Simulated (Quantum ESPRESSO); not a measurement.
# Collinear magnetic orders of MnPt3 with Quantum ESPRESSO

Aim: find out which collinear order of MnPt3 costs least.

Method: PBEsol; plane waves with GBRV 1.5 PBEsol potentials, no spin-orbit coupling, in Quantum ESPRESSO 7.5.

## 1. Set-up

The structure is cubic, space group Pm-3m (No. 221). The conventional cell has a = 3.900 Å, b = 3.900 Å, c = 3.900 Å, α = 90.00°, β = 90.00°, γ = 90.00°. Nearest to Mn lie 12 Pt at 2.76 Å. Nearest to Pt lie 4 Mn at 2.76 Å and 8 Pt at 2.76 Å. Farther neighbours are not listed.

Coordinates:

```cif
data_structure
_symmetry_space_group_name_H-M 'P 1'
_symmetry_Int_Tables_number 1
_cell_length_a 3.9000
_cell_length_b 3.9000
_cell_length_c 3.9000
_cell_angle_alpha 90.000
_cell_angle_beta 90.000
_cell_angle_gamma 90.000
_cell_volume 59.32
loop_
_atom_site_label
_atom_site_type_symbol
_atom_site_fract_x
_atom_site_fract_y
_atom_site_fract_z
_atom_site_occupancy
Mn1 Mn 0.00000 0.00000 0.00000 1
Pt2 Pt 0.00000 0.50000 0.50000 1
Pt3 Pt 0.50000 0.00000 0.50000 1
Pt4 Pt 0.50000 0.50000 0.00000 1
```

The cell comes from the Crystallography Open Database.

## 2. Start 1: ferro +

The signs are those of the starting moments on the seeded atoms, the atoms that are given a moment.

Input file pw.in:

```
&CONTROL
  calculation = 'scf'
  prefix = 'pwscf'
  outdir = './tmp'
  pseudo_dir = './pseudo'
  disk_io = 'nowf'
  tprnfor = .true.
  tstress = .true.
/
&SYSTEM
  ibrav = 0
  celldm(1) = 8
  nat = 4
  ntyp = 2
  ecutwfc = 40
  ecutrho = 280
  nbnd = 43
  occupations = 'smearing'
  smearing = 'fd'
  degauss = 0.00999582
  nspin = 2
  starting_magnetization(1) = 0.2333
  starting_magnetization(2) = 0
/
&ELECTRONS
  conv_thr = 8d-09
  electron_maxstep = 150
  mixing_beta = 0.3
/
ATOMIC_SPECIES
Mn     54.9380 mn_pbesol_v1.5.uspp.F.UPF
Pt    195.0840 pt_pbesol_v1.4.uspp.F.UPF
CELL_PARAMETERS alat
   0.9212414857551    0.0000000000000    0.0000000000000
   0.0000000000000    0.9212414857551    0.0000000000000
   0.0000000000000    0.0000000000000    0.9212414857551
ATOMIC_POSITIONS crystal
Mn      0.0000000000    0.0000000000    0.0000000000
Pt      0.0000000000    0.5000000000    0.5000000000
Pt      0.5000000000    0.0000000000    0.5000000000
Pt      0.5000000000    0.5000000000    0.0000000000
K_POINTS automatic
8 8 8 0 0 0
```

Command:

```
OMP_NUM_THREADS=1 mpirun -n 2 pw.x -nk 2 -in pw.in > pw.out
```

What it wrote:

```text
Program PWSCF v.7.5 starts

     Message from routine setup:
     using ibrav=0 with symmetry is DISCOURAGED, use correct ibrav instead

     K-points division:     npool     =       2
     Subspace diagonalization in iterative solution of the eigenvalue problem:

     G-vector sticks info
     --------------------
     sticks:   dense  smooth     PW     G-vecs:    dense   smooth      PW
     Sum        1201     681    221                31559    13613    2373

     Using Slab Decomposition

     bravais-lattice index     =            0
     lattice parameter (alat)  =       8.0000  a.u.
     unit-cell volume          =     400.3045 (a.u.)^3
     number of atoms/cell      =            4
     number of atomic types    =            2
     number of electrons       =        63.00
     number of Kohn-Sham states=           43
     kinetic-energy cutoff     =      40.0000  Ry
     charge density cutoff     =     280.0000  Ry
     scf convergence threshold =      8.0E-09
     mixing beta               =       0.3000
     number of iterations used =            8  plain     mixing
     Exchange-correlation= SLA  PW   PSX  PSC
                           (   1   4  10   8   0   0   0)

     celldm(1)=   8.000000  celldm(2)=   0.000000  celldm(3)=   0.000000
     celldm(4)=   0.000000  celldm(5)=   0.000000  celldm(6)=   0.000000

     crystal axes: (cart. coord. in units of alat)
               a(1) = (   0.921241   0.000000   0.000000 )
               a(2) = (   0.000000   0.921241   0.000000 )
               a(3) = (   0.000000   0.000000   0.921241 )

     reciprocal axes: (cart. coord. in units 2 pi/alat)
               b(1) = (  1.085492  0.000000  0.000000 )
               b(2) = (  0.000000  1.085492  0.000000 )
               b(3) = (  0.000000  0.000000  1.085492 )

     PseudoPot. # 1 for Mn read from file:
     mn_pbesol_v1.5.uspp.F.UPF
     Pseudo is Ultrasoft + core correction, Zval = 15.0
     Generated by new atomic code, or converted to UPF format
     Using radial grid of  859 points,  6 beta functions with:
                l(1) =   0
                l(2) =   0
                l(3) =   1
                l(4) =   1
                l(5) =   2
                l(6) =   2
     Q(r) pseudized with  8 coefficients,  rinner =    0.950   0.950   0.950
                                                       0.950   0.950

     PseudoPot. # 2 for Pt read from file:
     pt_pbesol_v1.4.uspp.F.UPF
     Pseudo is Ultrasoft + core correction, Zval = 16.0
     Generated by new atomic code, or converted to UPF format
     Using radial grid of  985 points,  6 beta functions with:
                l(1) =   0
                l(2) =   0
                l(3) =   1
                l(4) =   1
                l(5) =   2
                l(6) =   2
     Q(r) pseudized with  8 coefficients,  rinner =    1.300   1.300   1.300
                                                       1.300   1.300

     atomic species   valence    mass     pseudopotential
     Mn               15.00    54.93800     Mn( 1.00)
     Pt               16.00   195.08400     Pt( 1.00)

     Starting magnetic structure
     atomic species   magnetization
     Mn              0.233
     Pt              0.000

     48 Sym. Ops., with inversion, found

   Cartesian axes

     site n.     atom                  positions (alat units)
         1        Mn     tau(   1) = (   0.0000000   0.0000000   0.0000000  )
         2        Pt     tau(   2) = (   0.0000000   0.4606207   0.4606207  )
         3        Pt     tau(   3) = (   0.4606207   0.0000000   0.4606207  )
         4        Pt     tau(   4) = (   0.4606207   0.4606207   0.0000000  )

     number of k points=    35  Fermi-Dirac smearing, width (Ry)=  0.0100
                       cart. coord. in units 2pi/alat
        k(    1) = (   0.0000000   0.0000000   0.0000000), wk =   0.0019531
        k(    2) = (   0.0000000   0.0000000   0.1356865), wk =   0.0117188
        k(    3) = (   0.0000000   0.0000000   0.2713729), wk =   0.0117188
        k(    4) = (   0.0000000   0.0000000   0.4070594), wk =   0.0117188
        k(    5) = (   0.0000000   0.0000000  -0.5427459), wk =   0.0058594
        [... 30 further k-points ...]

     Dense  grid:    31559 G-vectors     FFT dimensions: (  40,  40,  40)

     Smooth grid:    13613 G-vectors     FFT dimensions: (  30,  30,  30)

     Check: negative core charge=   -0.000018
     Generating pointlists ...
     new r_m :   0.2687 (alat units)  2.1497 (a.u.) for type    1
     new r_m :   0.2687 (alat units)  2.1497 (a.u.) for type    2

     Initial potential from superposition of free atoms

     starting charge      60.9999, renormalised to      63.0000

     negative rho (up, down):  2.713E-01 2.716E-01
     Starting wfcs are   49 randomized atomic wfcs

     Self-consistent Calculation

     iteration #  1     ecut=    40.00 Ry     beta= 0.30
     Davidson diagonalization with overlap
     ethr =  1.00E-02,  avg # of iterations =  3.2

     negative rho (up, down):  2.579E-01 2.567E-01

     total energy              =    -842.19091900 Ry
     estimated scf accuracy    <       4.52165087 Ry

     total magnetization       =     3.21 Bohr mag/cell
     absolute magnetization    =     3.27 Bohr mag/cell

     iteration #  2     ecut=    40.00 Ry     beta= 0.30
     Davidson diagonalization with overlap
     ethr =  7.18E-03,  avg # of iterations =  2.0

     negative rho (up, down):  2.575E-01 2.561E-01

     total energy              =    -841.88505938 Ry
     estimated scf accuracy    <       7.73907043 Ry

     total magnetization       =     1.94 Bohr mag/cell
     absolute magnetization    =     1.98 Bohr mag/cell

     iteration #  3     ecut=    40.00 Ry     beta= 0.30
     Davidson diagonalization with overlap
     ethr =  7.18E-03,  avg # of iterations =  2.0

     negative rho (up, down):  2.524E-01 2.498E-01

     total energy              =    -842.55177880 Ry
     estimated scf accuracy    <       2.88686894 Ry

     total magnetization       =     2.94 Bohr mag/cell
     absolute magnetization    =     3.04 Bohr mag/cell

     [... further iterations left out ...]

     iteration # 12     ecut=    40.00 Ry     beta= 0.30
     Davidson diagonalization with overlap
     ethr =  3.43E-09,  avg # of iterations =  1.2

     negative rho (up, down):  2.500E-01 2.450E-01

     total energy              =    -842.83755391 Ry
     estimated scf accuracy    <       0.00000088 Ry

     total magnetization       =     4.16 Bohr mag/cell
     absolute magnetization    =     4.38 Bohr mag/cell

     iteration # 13     ecut=    40.00 Ry     beta= 0.30
     Davidson diagonalization with overlap
     ethr =  1.39E-09,  avg # of iterations =  1.1

     negative rho (up, down):  2.500E-01 2.450E-01

     total energy              =    -842.83755400 Ry
     estimated scf accuracy    <       0.00000001 Ry

     total magnetization       =     4.16 Bohr mag/cell
     absolute magnetization    =     4.38 Bohr mag/cell

     iteration # 14     ecut=    40.00 Ry     beta= 0.30
     Davidson diagonalization with overlap
     ethr =  1.72E-11,  avg # of iterations =  4.0

     negative rho (up, down):  2.500E-01 2.450E-01

     total energy              =    -842.83755402 Ry
     estimated scf accuracy    <       0.00000002 Ry

     total magnetization       =     4.16 Bohr mag/cell
     absolute magnetization    =     4.38 Bohr mag/cell

     iteration # 15     ecut=    40.00 Ry     beta= 0.30
     Davidson diagonalization with overlap
     ethr =  1.72E-11,  avg # of iterations =  1.3

     negative rho (up, down):  2.500E-01 2.450E-01

     Magnetic moment per site  (integrated on atomic sphere of radius R)
     atom   1 (R=0.269)  charge= 13.6778  magn=  3.7232
     atom   2 (R=0.269)  charge= 14.0270  magn=  0.1393
     atom   3 (R=0.269)  charge= 14.0270  magn=  0.1393
     atom   4 (R=0.269)  charge= 14.0270  magn=  0.1393

     End of self-consistent calculation

     [... lines left out ...]
     the Fermi energy is    20.6306 ev

!    total energy              =    -842.83755402 Ry
     estimated scf accuracy    <          2.1E-09 Ry
     smearing contrib. (-TS)   =      -0.01388309 Ry
     internal energy E=F+TS    =    -842.82367094 Ry

     The total energy is F=E-TS. E is the sum of the following terms:
     one-electron contribution =    -158.17941046 Ry
     hartree contribution      =     129.29853337 Ry
     xc contribution           =    -196.43091648 Ry
     ewald contribution        =    -617.51187737 Ry

     total magnetization       =     4.16 Bohr mag/cell
     absolute magnetization    =     4.38 Bohr mag/cell

     convergence has been achieved in  15 iterations

     negative rho (up, down):  2.500E-01 2.450E-01

     Forces acting on atoms (cartesian axes, Ry/au):

     atom    1 type  1   force =     0.00000000    0.00000000    0.00000000
     atom    2 type  2   force =     0.00000000    0.00000000    0.00000000
     atom    3 type  2   force =     0.00000000    0.00000000    0.00000000
     atom    4 type  2   force =     0.00000000    0.00000000    0.00000000

     Total force =     0.000000     Total SCF correction =     0.000000

     Computing stress (Cartesian axis) and pressure

     negative rho (up, down):  2.500E-01 2.450E-01
          total   stress  (Ry/bohr**3)                   (kbar)     P=      -59.06
  -0.00040151   0.00000000   0.00000000          -59.06        0.00        0.00
   0.00000000  -0.00040151   0.00000000            0.00      -59.06        0.00
   0.00000000   0.00000000  -0.00040151            0.00        0.00      -59.06

=------------------------------------------------------------------------------=
   JOB DONE.
=------------------------------------------------------------------------------=
```

Elapsed: 50 s, on 2 MPI ranks of Arm Neoverse V2, shared host; peak memory 0.29 GiB.

Spin moment in the atom's sphere by atom:

| atom | spin moment in the atom's sphere (μB) |
| --- | --- |
| Mn1 | 3.72 |
| Pt2 | 0.14 |
| Pt3 | 0.14 |
| Pt4 | 0.14 |

Read from the output:

```yaml
smearing_term_ts: 0.1889 eV
pressure: -5.907 GPa
magnetization: 4.164 μB
absolute_magnetization: 4.382 μB
final_state: ferromagnetic
```

(Continued in part 2 of 3.)

[Logs and program files are shortened in this print: banners, set-up blocks, solver, clock and traceback lines can be left out without a mark of their own.]

[Logs are printed without paths, hosts, clocks, repeated set-up lines and the standing remarks that a program may print on its own settings, such as how far it seeks lower states.]

[Hosts, paths, dates, database ids (printed as entryN), source tags and the programs' standing remarks are cut or masked in the printed files.]

[Where a cell is said to come from a database of computed structures, the database is the Materials Project.]
